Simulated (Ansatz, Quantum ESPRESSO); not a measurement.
# Si3Os (Pm-3m): zone-centre phonons, part 3 of 3

Wanted: the vibrations of Si3Os (Pm-3m) at Γ, by two programs.

Quantum ESPRESSO 7.5; DFT LDA, scalar-relativistic, plane waves, JTH PAW pseudopotentials.

So far, highest optical zone-centre mode (no LO-TO term) (cm⁻¹): 299 in steps 6, 7 and 8.

The structure was built from a prototype and need not be the compound's stable phase.

## 9. A second program

The same cell goes through another code, with its own cutoff. The potentials differ. Its k mesh is centred on Γ.

This step: DFT LDA, scalar-relativistic, plane waves, PseudoDojo norm-conserving pseudopotentials (Ansatz 0.2.0).

The input, input.yaml:

```yaml
crystal:
  lattice:
    - [3.7325210591, 0.0, 0.0]
    - [0.0, 3.7325210591, 0.0]
    - [0.0, 0.0, 3.7325210591]
  atoms:
    - { symbol: Os, position: [0.0, 0.0, 0.0] }
    - { symbol: Si, position: [0.0, 0.5, 0.5] }
    - { symbol: Si, position: [0.5, 0.0, 0.5] }
    - { symbol: Si, position: [0.5, 0.5, 0.0] }
kpoints:
  mp_grid: { grid: [10, 10, 10] }
hamiltonian:
  xc: lda
  pseudopotentials: { kind: nc, accuracy: standard }
scf:
  occupations: { method: cold, width: 0.27211 }
output:
  eigenvalues: true
phonons:
  method: dfpt
```

Started as:

```
$ ansatz run input.yaml --threads 4 --pin off --max-ram 8192MiB --backend cpu --events-out ev --progress --plain --runs-dir out
```

Log:

```text
zone centre: on kpoints.mp_grid the ground state, and the responses unless they are solved on pairs of k-points, stand on 216 of the mesh's 1000 k-points, reduced under 8 symmetry operations, with k and −k counted as one. Each operation leaves every solved displacement unchanged or reverses it
Engine: ansatz 0.2.0, x86_64-unknown-linux-gnu
Pseudopotentials: kind: nc
Pseudopotential: Os, nc, valence charge 16, recommended cutoff 1006.821291 eV (normal), Os.nc.azcp (PseudoDojo's, or run here from an input of PseudoDojo's; its table is named by hamiltonian.pseudopotentials.accuracy)
Pseudopotential: Si, nc, valence charge 4, recommended cutoff 435.38218 eV (normal), Si.nc.azcp (PseudoDojo's, or run here from an input of PseudoDojo's; its table is named by hamiltonian.pseudopotentials.accuracy)
Functional definition: SPW92
  exchange = slater_x
  correlation = pw_c
Crystal: 4 atoms, lattice volume = 52.000 Å³
Basis set: ecut = 1006.821291 eV, 3791 PW (Γ), exchange–correlation on 80×80×80 points (8 copies of the dense FFT grid, shifted against one another)
Bands: 18, of which v1, the nominal top of the filled ones, is band 14 counted from 1 (13 counted from 0)
Symmetry: 48 space group operations
k-points: 216 of 1000 (irreducible under 8 space group operations)
Non-local potential: Os, projectors of the file, l = 0: 2, l = 1: 2, l = 2: 2, l = 3: 2
Non-local potential: Si, projectors of the file, l = 0: 2, l = 1: 2, l = 2: 2
Initial density: superposition of atomic densities (chi_scale 0.1, normalization cell, long waves kept (reshape's long-wave potential 0.00 eV rms))
Initial wavefunctions: pseudopotential atomic-orbital guess
Functional: x = slater, c = lda
SCF iter   1: F=—  HF=-3102.567647 eV  |F-HF|=—  |Δ(HF+E_count)|=         —  Δρ=3.83e-2  dr2=5.30e-1  ethr=3.10e-3  ⟨swp⟩=5.3  Hψ=18851  notcnv=0
preconditioner: auto → Kerker (q_TF=auto, 2.461 Å⁻¹)  [metal: Δε(μ)=0.011 eV  Ē_g=7.542 eV  σ=0.272 eV  W_gap=0.03  n_scr=18 (ndim 8)  ℏωp=23.0 eV  f_vac=0.000  D(μ)=2.48/eV (n_scr^D=26)]
SCF iter   2: F=—  HF=-3102.433268 eV  |F-HF|=—  |Δ(HF+E_count)|=   1.34e-1  S|Δr|=    0.00e0  Δρ=2.05e-2  dr2=1.81e-1  ethr=1.89e-3  ⟨swp⟩=1.0  Hψ=5629  notcnv=0
SCF iter   3: F=—  HF=-3102.372278 eV  |F-HF|=—  |Δ(HF+E_count)|=   6.10e-2  S|Δr|=    0.00e0  Δρ=8.03e-3  dr2=3.50e-2  ethr=6.48e-4  ⟨swp⟩=2.4  Hψ=6323  notcnv=0
SCF iter   4: F=—  HF=-3102.362087 eV  |F-HF|=—  |Δ(HF+E_count)|=   1.02e-2  S|Δr|=    0.00e0  Δρ=1.17e-3  dr2=2.63e-4  ethr=1.25e-4  ⟨swp⟩=2.3  Hψ=6603  notcnv=0
SCF iter   5: F=—  HF=-3102.361970 eV  |F-HF|=—  |Δ(HF+E_count)|=   1.17e-4  S|Δr|=    0.00e0  Δρ=1.99e-4  dr2=1.35e-5  ethr=9.38e-7  ⟨swp⟩=2.7  Hψ=6928  notcnv=0
SCF iter   6: F=—  HF=-3102.361970 eV  |F-HF|=—  |Δ(HF+E_count)|=   1.34e-7  S|Δr|=    0.00e0  Δρ=2.28e-5  dr2=1.41e-7  ethr=4.82e-8  ⟨swp⟩=2.1  Hψ=6771  notcnv=0
SCF iter   7: F=—  HF=-3102.361972 eV  |F-HF|=—  |Δ(HF+E_count)|=   1.36e-6  S|Δr|=    0.00e0  Δρ=2.46e-6  dr2=2.08e-9  ethr=5.03e-10  ⟨swp⟩=2.3  Hψ=6124  notcnv=0
SCF iter   8: F=—  HF=-3102.361972 eV  |F-HF|=—  |Δ(HF+E_count)|=  1.23e-10  S|Δr|=    0.00e0  Δρ=3.36e-7  dr2=7.99e-11  ethr=7.43e-12  ⟨swp⟩=2.1  Hψ=5680  notcnv=0
SCF iter   9: F=-3102.361972 eV  HF=-3102.361972 eV  |F-HF|=9.09e-13  |Δ(HF+E_count)|=  1.59e-11  S|Δr|=    0.00e0  Δρ=4.47e-8  dr2=7.24e-13  ethr=1.00e-12  ⟨swp⟩=6.0  Hψ=19319  notcnv=0
SCF 1 converged in 9 iterations: F = -3102.361972 eV  dr2 = 7.24e-13
DFPT response loops at Γ: preconditioner auto → Kerker (q_TF=auto, 2.461 Å⁻¹) (partly filled bands, converged f_vac=0.000); β = 1.00, the filter's whole step (`scf.mixing.beta` (0.50) is not read by the response loops under this deck's `scf.mixing.preconditioner`; to damp them name `kerker` or `kerker_dos`, under which they read `scf.mixing.beta`, and type it under 1.00, their step now; both keys bind the ground state too); Broyden in place of MSR1
SCF converged after 9 iterations
Stability not checked: this state was not tested for a lower state beside it, because cold or Methfessel-Paxton smearing, or corrected tetrahedra, fill the levels in a way that the test cannot read (fill_not_monotonic; see scf.lower_state_search)
Free energy (F): -3102.361972 eV
Harris-Foulkes:  -3102.361972 eV  (|F-HF|=9.09e-13)
Internal energy: -3102.352483 eV  (E = F + TS)
E sigma→0 (E₀):  -3102.358809 eV
Entropy (-TS):   -0.009489 eV (-2.372 meV/atom)
Fermi energy:    16.169772 eV
--- Per-component energies (eV) ---
  E_band       = -100.228501
  E_kinetic    = 903.493056
  E_local      = -1943.095516  (includes V_loc(G=0)·N_el)
  E_nonlocal   = 197.324743
  E_hartree    = 635.367001
  E_xc         = -692.301170
  E_vxc        = -528.684779  (∫ρ·V_xc dr)
  E_ewald      = -2203.140598
  E_smearing   = -0.009489  (= −TS)
  E_closure    = -0.000000  (closes the sum)
  Σ components = -3102.361972   (vs F -3102.361972, Δ=0.00e0)
--- Band table (eV; the first three rows and the last of 216) ---
  k-point 0: bands = [... 10 lower, 13.3495, 13.3495, 13.3495, 14.8802, 17.9720, 17.9720, 19.1062, 19.1062]
  k-point 1: bands = [... 10 lower, 13.3755, 13.4598, 13.4598, 15.3840, 17.0831, 18.1754, 19.2278, 19.2278]
  k-point 2: bands = [... 10 lower, 13.4450, 13.7474, 13.7474, 15.8375, 16.2293, 18.9846, 19.2322, 19.2322]
  k-point 215: bands = [... 10 lower, 10.1994, 13.5108, 14.8595, 14.8595, 17.1731, 17.1731, 17.1731, 24.9921]
--- Phonons (Γ-DFPT): 3 representative perturbations + reference, on 216 of 1000 k-points (Σ response iterations 9) ---
  k mesh reduced under 8 symmetry operations, with k and −k counted as one. Each operation leaves every solved displacement unchanged or reverses it
  ASR residual: 1.284e-4 → 0.000e0 eV/Å²; symmetrization residual: 1.598e-6 eV/Å²
  ASR residual per site (eV/Å²): 1.28e-4 8.68e-6 8.68e-6 8.68e-6
  Γ frequencies (cm⁻¹): -127.07 -127.07 -127.07 0.00 0.00 0.00 132.56 132.56 132.56 296.12 296.12 296.12
  non-analytic LO–TO correction: not included (Born effective charges unavailable; polar crystals: no LO–TO splitting at Γ)
```

Run time: 28 s. Hardware: 4 threads of Intel Xeon 6975P-C (Granite Rapids), shared host; peak memory 2.6 GiB.

This step gave:

* sum-rule residual before enforcement: 1.28e-4 eV/Å²
* highest optical zone-centre mode (no LO-TO term): 296.1 cm⁻¹
* lowest optical zone-centre mode: -127.1 cm⁻¹

## 10. The two compared: QE JTH and Ansatz, PseudoDojo

Numbers from this step:

```yaml
root_mean_square_difference: 3.08 cm⁻¹
largest_difference: 4.57 cm⁻¹
```

Frequencies side by side, by row:

| q (reciprocal lattice) | mode | QE JTH (cm⁻¹) | Ansatz, PseudoDojo (cm⁻¹) |
| --- | --- | --- | --- |
| 0 0 0 | 1 | -125.8 | -127.1 |
| 0 0 0 | 2 | -125.8 | -127.1 |
| 0 0 0 | 3 | -125.8 | -127.1 |
| 0 0 0 | 4 | 0 | 0 |
| 0 0 0 | 5 | 0 | 0 |
| 0 0 0 | 6 | 0 | 0 |
| 0 0 0 | 7 | 137.1 | 132.6 |
| 0 0 0 | 8 | 137.1 | 132.6 |
| 0 0 0 | 9 | 137.1 | 132.6 |
| 0 0 0 | 10 | 298.6 | 296.1 |
| 0 0 0 | 11 | 298.6 | 296.1 |
| 0 0 0 | 12 | 298.6 | 296.1 |

At the zone centre the largest difference (acoustic modes at Γ apart) is 2 % of the highest mode, but 3 % of the mode at 137 cm⁻¹ on which it sits.

## 11. Outcome

- space group after relaxation: Pm-3m
- volume per atom: 13.0 Å³
- highest optical zone-centre mode (no LO-TO term): 298.6 cm⁻¹
- lowest optical zone-centre mode: -125.8 cm⁻¹
- imaginary optical modes at the zone centre (no q mesh in this session): yes
- largest difference from Ansatz, PseudoDojo: 4.57 cm⁻¹

In words: At the LDA level the optical modes of Si3Os (Pm-3m) at the zone centre run from 126i to 299 cm⁻¹, so the structure is a saddle point, with 3 modes beyond 10i cm⁻¹ there. Of the 9 optical modes, 6 are infrared active alone and 3 are silent. QE JTH and Ansatz, PseudoDojo differ by 3.1 cm⁻¹ in the root mean square and by 4.6 cm⁻¹ at most, 1.5 % of the highest mode compared (acoustic modes at Γ left out); the two use different potentials, and the cell was not relaxed for the second set. These are harmonic frequencies at zero temperature: anharmonic shifts and linewidths and thermal expansion are left out. Spin-orbit coupling is left out, which can matter for the heavy elements here. In a metal the frequencies hang on the k mesh and the smearing, most of all near Kohn anomalies. The structure is a hypothetical one, built on a prototype.

[Host names and launcher messages were left out of these logs when they were recorded.]

[Logs are printed without paths, hosts, clocks, repeated set-up lines and the standing remarks that a program may print on its own settings, such as how far it seeks lower states.]

[Hosts, paths, dates, database ids (printed as entryN), source tags and the programs' standing remarks are cut or masked in the printed files.]
